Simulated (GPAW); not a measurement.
**WSe2 (P6_3/mmc): G0W0 with GPAW, start to end**

Aim: the G0W0 gap of WSe2 (P6_3/mmc) on PBE, step by step.

Calculated with GPAW 26.7.0; PBE and many-body steps on it, plane waves.

Report form: the programs' logs are mostly left out.

The database entry behind the starting cell differs from later determinations by our own check (a about 0.2 % long), so it need not match the best structure at ambient conditions.

## 1. The structure

The structure is hexagonal, space group P6_3/mmc (No. 194). Conventional cell: a = 3.290 Å, b = 3.290 Å, c = 12.970 Å, α = 90.00°, β = 90.00°, γ = 120.00°. Nearest to W lie 6 Se at 2.53 Å. Se has 3 W at 2.53 Å nearest. Farther neighbours and most contacts between anions are not listed.

As a file:

```cif
data_structure
_symmetry_space_group_name_H-M 'P6_3/mmc'
_symmetry_Int_Tables_number 194
_cell_length_a 3.2900
_cell_length_b 3.2900
_cell_length_c 12.9700
_cell_angle_alpha 90.000
_cell_angle_beta 90.000
_cell_angle_gamma 120.000
_cell_volume 121.58
loop_
_atom_site_label
_atom_site_type_symbol
_atom_site_symmetry_multiplicity
_atom_site_Wyckoff_symbol
_atom_site_fract_x
_atom_site_fract_y
_atom_site_fract_z
_atom_site_occupancy
W1 W 2 c 0.33333 0.66667 0.25000 1
Se1 Se 4 f 0.33333 0.66667 0.62100 1
```

The cell and positions come from the Crystallography Open Database and are kept as given unless a step says otherwise. Spin-orbit coupling is left out unless a step names it.

## 2. Ground state

This step: GPAW 26.7.0; DFT, PBE, plane waves, PAW.

The ground-state density comes first.

Contents of run.py:

```python
import json
import numpy as np
from gpaw.mpi import world
from ase import Atoms
from gpaw import GPAW, PW, FermiDirac

atoms = Atoms(['W', 'W', 'Se', 'Se', 'Se', 'Se'],
    cell=[[3.2900000000, 0.0000000000, 0.0000000000],
      [-1.6450000000, 2.8492235785, 0.0000000000],
      [0.0000000000, 0.0000000000, 12.9700000000]],
    scaled_positions=[[0.3333333333, 0.6666666667, 0.2500000000],
      [0.6666666667, 0.3333333333, 0.7500000000],
      [0.3333333333, 0.6666666667, 0.6210000000],
      [0.6666666667, 0.3333333333, 0.1210000000],
      [0.3333333333, 0.6666666667, 0.8790000000],
      [0.6666666667, 0.3333333333, 0.3790000000]],
    pbc=(True, True, True))
calc = GPAW(mode=PW(450),
    xc='PBE',
    kpts={'size': (9, 9, 2), 'gamma': True},
    occupations=FermiDirac(0.001),
    nbands=-9,
    convergence={'density': 1e-6, 'bands': -3},
    maxiter=100,
    txt='gs.txt')
atoms.calc = calc
res = {'energy': atoms.get_potential_energy()}
kpts = calc.get_ibz_k_points()
res['kpts'] = kpts
res['eigenvalues'] = [calc.get_eigenvalues(kpt=k) for k in range(len(kpts))]
res['n_electrons'] = calc.get_number_of_electrons()
calc.write('gs.gpw')

if world.rank == 0:
    with open('result.json', 'w') as f:
        json.dump(res, f, default=lambda x: x.tolist())
```

The run is started by

```sh
$ mpirun -n 4 gpaw python run.py
```

The job ended after 7.9 s (4 MPI ranks of AMD EPYC 9R45, shared host; peak memory 0.82 GiB; 31 s of CPU time).

This step gave:

| Quantity | Value |
| --- | --- |
| total energy | -40.35 eV |
| gap | 1.062 eV |
| k of the valence top | 0, 0, 0 |
| k of the conduction bottom | 0.3333, -0.1111, 0 |
| least direct gap | 1.524 eV |

The gap is indirect, with the least direct gap 0.46 eV higher.

## 3. Bands along the symmetry lines

The cheap functional maps the bands first; the places of the edges decide which points the dearer methods must see.

Contents of run.py:

```python
import json
import numpy as np
from gpaw.mpi import world
from gpaw import GPAW

path = [[0.000000, 0.000000, 0.000000],
    [0.062500, 0.000000, 0.000000],
    [0.125000, 0.000000, 0.000000],
    [0.187500, 0.000000, 0.000000],
    [0.250000, 0.000000, 0.000000],
    [0.312500, 0.000000, 0.000000],
    [0.375000, 0.000000, 0.000000],
    [0.437500, 0.000000, 0.000000],
    [0.500000, 0.000000, 0.000000],
    [0.479167, 0.041667, 0.000000],
    [0.458333, 0.083333, 0.000000],
    [0.437500, 0.125000, 0.000000],
    [0.416667, 0.166667, 0.000000],
    [0.395833, 0.208333, 0.000000],
    [0.375000, 0.250000, 0.000000],
    [0.354167, 0.291667, 0.000000],
    [0.333333, 0.333333, 0.000000],
    [0.291667, 0.291667, 0.000000],
    [0.250000, 0.250000, 0.000000],
    [0.208333, 0.208333, 0.000000],
    [0.166667, 0.166667, 0.000000],
    [0.125000, 0.125000, 0.000000],
    [0.083333, 0.083333, 0.000000],
    [0.041667, 0.041667, 0.000000],
    [0.000000, 0.000000, 0.000000],
    [0.000000, 0.000000, 0.062500],
    [0.000000, 0.000000, 0.125000],
    [0.000000, 0.000000, 0.187500],
    [0.000000, 0.000000, 0.250000],
    [0.000000, 0.000000, 0.312500],
    [0.000000, 0.000000, 0.375000],
    [0.000000, 0.000000, 0.437500],
    [0.000000, 0.000000, 0.500000],
    [0.062500, 0.000000, 0.500000],
    [0.125000, 0.000000, 0.500000],
    [0.187500, 0.000000, 0.500000],
    [0.250000, 0.000000, 0.500000],
    [0.312500, 0.000000, 0.500000],
    [0.375000, 0.000000, 0.500000],
    [0.437500, 0.000000, 0.500000],
    [0.500000, 0.000000, 0.500000],
    [0.479167, 0.041667, 0.500000],
    [0.458333, 0.083333, 0.500000],
    [0.437500, 0.125000, 0.500000],
    [0.416667, 0.166667, 0.500000],
    [0.395833, 0.208333, 0.500000],
    [0.375000, 0.250000, 0.500000],
    [0.354167, 0.291667, 0.500000],
    [0.333333, 0.333333, 0.500000],
    [0.291667, 0.291667, 0.500000],
    [0.250000, 0.250000, 0.500000],
    [0.208333, 0.208333, 0.500000],
    [0.166667, 0.166667, 0.500000],
    [0.125000, 0.125000, 0.500000],
    [0.083333, 0.083333, 0.500000],
    [0.041667, 0.041667, 0.500000],
    [0.000000, 0.000000, 0.500000],
    [0.500000, 0.000000, 0.500000],
    [0.500000, 0.000000, 0.437500],
    [0.500000, 0.000000, 0.375000],
    [0.500000, 0.000000, 0.312500],
    [0.500000, 0.000000, 0.250000],
    [0.500000, 0.000000, 0.187500],
    [0.500000, 0.000000, 0.125000],
    [0.500000, 0.000000, 0.062500],
    [0.500000, 0.000000, 0.000000],
    [0.333333, 0.333333, 0.500000],
    [0.333333, 0.333333, 0.437500],
    [0.333333, 0.333333, 0.375000],
    [0.333333, 0.333333, 0.312500],
    [0.333333, 0.333333, 0.250000],
    [0.333333, 0.333333, 0.187500],
    [0.333333, 0.333333, 0.125000],
    [0.333333, 0.333333, 0.062500],
    [0.333333, 0.333333, 0.000000]]
calc = GPAW('gs.gpw').fixed_density(kpts=path,
    symmetry='off',
    nbands=36,
    convergence={'bands': 32},
    txt='bands.txt')
res = {}
kpts = calc.get_ibz_k_points()
res['kpts'] = kpts
res['eigenvalues'] = [calc.get_eigenvalues(kpt=k) for k in range(len(kpts))]
res['n_electrons'] = calc.get_number_of_electrons()

if world.rank == 0:
    with open('result.json', 'w') as f:
        json.dump(res, f, default=lambda x: x.tolist())
```

The run is started by

```sh
$ mpirun -n 4 gpaw python run.py
```

Elapsed: 13 s, on 4 MPI ranks; peak memory 0.98 GiB.

This step gave:

| Property | Result |
| --- | --- |
| gap | 0.9662 eV |
| k of the valence top | 0, 0, 0 |
| k of the conduction bottom | 0.1667, 0.1667, 0 |
| least direct gap | 1.524 eV |

The gap is 0.966 eV, −0.095 eV from the run before at this level.

The electronic bands at the labelled points (eV, zero at the top of the highest filled band):

| point | band 23 | band 24 | band 25 | band 26 | band 27 | band 28 | band 29 | band 30 |
| --- | --- | --- | --- | --- | --- | --- | --- | --- |
| Γ | -1.50 | -1.11 | -1.07 | 0.00 | 2.63 | 2.63 | 2.68 | 2.68 |
| halfway | -1.87 | -1.52 | -1.35 | -1.23 | 1.32 | 1.98 | 2.23 | 2.25 |
| M | -1.44 | -1.37 | -1.28 | -1.13 | 2.11 | 2.15 | 2.30 | 2.64 |
| halfway | -2.64 | -2.26 | -0.86 | -0.58 | 1.83 | 1.94 | 2.53 | 2.62 |
| K | -2.55 | -2.55 | -0.45 | -0.21 | 1.31 | 1.31 | 1.89 | 3.07 |
| halfway | -1.71 | -1.49 | -1.15 | -1.11 | 0.97 | 1.85 | 2.02 | 2.04 |
| Γ | -1.50 | -1.11 | -1.07 | 0.00 | 2.63 | 2.63 | 2.68 | 2.68 |
| halfway | -1.51 | -1.51 | -0.55 | -0.05 | 2.63 | 2.63 | 2.65 | 2.65 |
| A | -1.53 | -1.53 | -0.22 | -0.22 | 2.64 | 2.64 | 2.64 | 2.64 |
| halfway | -1.91 | -1.91 | -1.24 | -1.24 | 1.72 | 1.72 | 2.09 | 2.09 |
| L | -1.35 | -1.35 | -1.25 | -1.25 | 2.13 | 2.13 | 2.50 | 2.50 |
| halfway | -2.54 | -2.54 | -0.71 | -0.71 | 1.89 | 1.89 | 2.63 | 2.63 |
| H | -2.73 | -2.73 | -0.35 | -0.35 | 1.31 | 1.31 | 2.43 | 2.43 |
| halfway | -1.67 | -1.67 | -1.12 | -1.12 | 1.36 | 1.36 | 2.14 | 2.14 |
| A | -1.53 | -1.53 | -0.22 | -0.22 | 2.64 | 2.64 | 2.64 | 2.64 |
| jump to L | -1.35 | -1.35 | -1.25 | -1.25 | 2.13 | 2.13 | 2.50 | 2.50 |
| halfway | -1.41 | -1.34 | -1.30 | -1.16 | 2.12 | 2.15 | 2.36 | 2.60 |
| M | -1.44 | -1.37 | -1.28 | -1.13 | 2.11 | 2.15 | 2.30 | 2.64 |
| jump to H | -2.73 | -2.73 | -0.35 | -0.35 | 1.31 | 1.31 | 2.43 | 2.43 |
| halfway | -2.63 | -2.63 | -0.43 | -0.26 | 1.31 | 1.31 | 2.04 | 2.88 |
| K | -2.55 | -2.55 | -0.45 | -0.21 | 1.31 | 1.31 | 1.89 | 3.07 |

## 4. Empty states on the mesh, 6×6×1 mesh, 286 bands

The sums over transitions need many empty states on a uniform mesh; this step solves for them.

Contents of run.py:

```python
import json
import numpy as np
from gpaw.mpi import world
from gpaw import GPAW

calc = GPAW('gs.gpw').fixed_density(kpts={'size': (6, 6, 1), 'gamma': True},
    parallel={'domain': 1, 'band': 1},
    txt='nscf.txt')
calc.diagonalize_full_hamiltonian(nbands=286)
calc.write('full.gpw', mode='all')
res = {}
kpts = calc.get_ibz_k_points()
res['kpts'] = kpts
res['eigenvalues'] = [calc.get_eigenvalues(kpt=k) for k in range(len(kpts))]
res['n_electrons'] = calc.get_number_of_electrons()

if world.rank == 0:
    with open('result.json', 'w') as f:
        json.dump(res, f, default=lambda x: x.tolist())
```

The run is started by

```sh
$ mpirun -n 4 gpaw python run.py
```

The job ended after 16 s (4 MPI ranks; peak memory 2.8 GiB; 64 s of CPU time).

This step gave:

```
gap                                                           : 0.9662 eV
k of the valence top                                          : 0, 0, 0
k of the conduction bottom                                    : 0.3333, -0.1667, 0
least direct gap                                              : 1.524 eV
k points computed                                             : 7
lowest point of the top converged band, above the valence top : 83.3490 eV
```

On this mesh the gap is 0.966 eV.

## 5. Screening and self-energy, 6×6×1 mesh, 276 bands, screening to 100 eV

G0W0 replaces the xc potential by the self-energy, built once from these orbitals. Only a window of levels is corrected, while the sums run over the empty bands that the input names.

This step: G0W0 on PBE, plane waves, PAW.

Contents of run.py:

```python
import json
import numpy as np
from gpaw.mpi import world
from gpaw.response.g0w0 import G0W0

gw = G0W0('full.gpw',
    filename='gw',
    kpts=[0, 2, 4],
    bands=(24, 28),
    ecut=100,
    nbands=276,
    integrate_gamma='WS',
    ppa=True)
gw.calculate()
res = {mode: {k: v for k, v in r.items() if k != 'sigma_eskwn'}
       for mode, r in gw.all_results.items()}

if world.rank == 0:
    with open('result.json', 'w') as f:
        json.dump(res, f, default=lambda x: x.tolist())
```

The run is started by

```sh
$ mpirun -n 4 gpaw python run.py
```

Elapsed: 89 s, on 4 MPI ranks; peak memory 1.9 GiB; 5.9 min of CPU time.

This step gave:

| Property | Result |
| --- | --- |
| G0W0 gap on the points computed | 1.252 eV |
| least direct G0W0 gap on the computed points | 2.041 eV |
| Z at the valence top | 0.7890 |
| Z at the conduction bottom | 0.7964 |
| starting gap on the mesh | 0.9662 eV |
| k of the valence top | 0, 0, 0 |
| k of the conduction bottom | 0.3333, -0.1667, 0 |

The gap on the mesh goes from 0.97 eV to 1.25 eV, a correction of +0.29 eV. The start differs from the 1.06 eV found before because the two sample other k points.

Limits: finite bands, cutoff and mesh; no spin-orbit coupling; coarse k mesh. v1 is the top filled band, c1 the lowest empty one. Levels before and after the correction, in eV, zero at the valence-band top of each column:

```csv
,conduction bottom,valence top
Kohn-Sham,0.97,0.00
G0W0,1.25,0.00
```

```
                         level  energy (eV)
Kohn-Sham                 Γ v2       -1.074
Kohn-Sham                 Γ v1        0.000
Kohn-Sham              Γ c1-c2        2.630
Kohn-Sham  (0.333 -0.167 0) v2       -1.151
Kohn-Sham  (0.333 -0.167 0) v1       -1.111
Kohn-Sham  (0.333 -0.167 0) c1        0.966
Kohn-Sham  (0.333 -0.167 0) c2        1.852
     G0W0                 Γ v2       -1.490
     G0W0                 Γ v1        0.000
     G0W0              Γ c1-c2        3.097
     G0W0  (0.333 -0.167 0) v2       -1.248
     G0W0  (0.333 -0.167 0) v1       -1.214
     G0W0  (0.333 -0.167 0) c1        1.252
     G0W0  (0.333 -0.167 0) c2        2.278
```

## 6. Where the time went

Times are wall times on 4 MPI ranks of AMD EPYC 9R45, shared host, good to a factor of about two.

```
                          step   time  share  memory (GiB)
                  ground state  7.9 s    6 %          0.82
bands along the symmetry lines   13 s   10 %          0.98
      empty states on the mesh   16 s   13 %           2.8
     screening and self-energy   89 s   71 %           1.9
```

## 7. What came out

- PBE gap: 0.97 eV, indirect
- G0W0 gap on the mesh: 1.25 eV
- GW settings: 6×6×1 mesh, 276 bands, screening to 100 eV, Godby-Needs plasmon pole
- known limits: not at the basis limit; no spin-orbit coupling; coarse k mesh

What this shows: G0W0 moves the gap on the mesh from 0.97 eV to 1.25 eV (+0.29 eV), with Z of 0.79 and 0.80 at the edges. Only 3 of the mesh's irreducible points were corrected, so a valley elsewhere could overtake. The dearest step here is «screening and self-energy». Bands and cutoff are finite, so the gap is not at the basis limit. The miss can reach some tenths of an eV and take either sign; the mesh is an error of its own. These stock PAW sets were not made for GW; the filled d or f shell of Se and W lies in the frozen core, which bears on start and correction. In the G0W0 run levels were corrected at 3 k points alone, so a gap called «on the mesh» is the least over those, and an edge elsewhere would be missed. The 6×6×1 mesh is coarse for this cell, which bears on the long-range parts of exchange and screening. The many-body steps are scalar-relativistic: spin-orbit coupling is not in them.

[Paths, hosts, dates, memory and timing lines, banners, echoed tables and standing remarks are left out of the program output.]

[Logs are printed without paths, hosts, clocks, repeated set-up lines and the standing remarks that a program may print on its own settings, such as how far it seeks lower states.]

[Runs of the session that timed out or met a known fault of the program may be left out.]

[Hosts, paths, dates, database ids (printed as entryN), source tags and the programs' standing remarks are cut or masked in the printed files.]
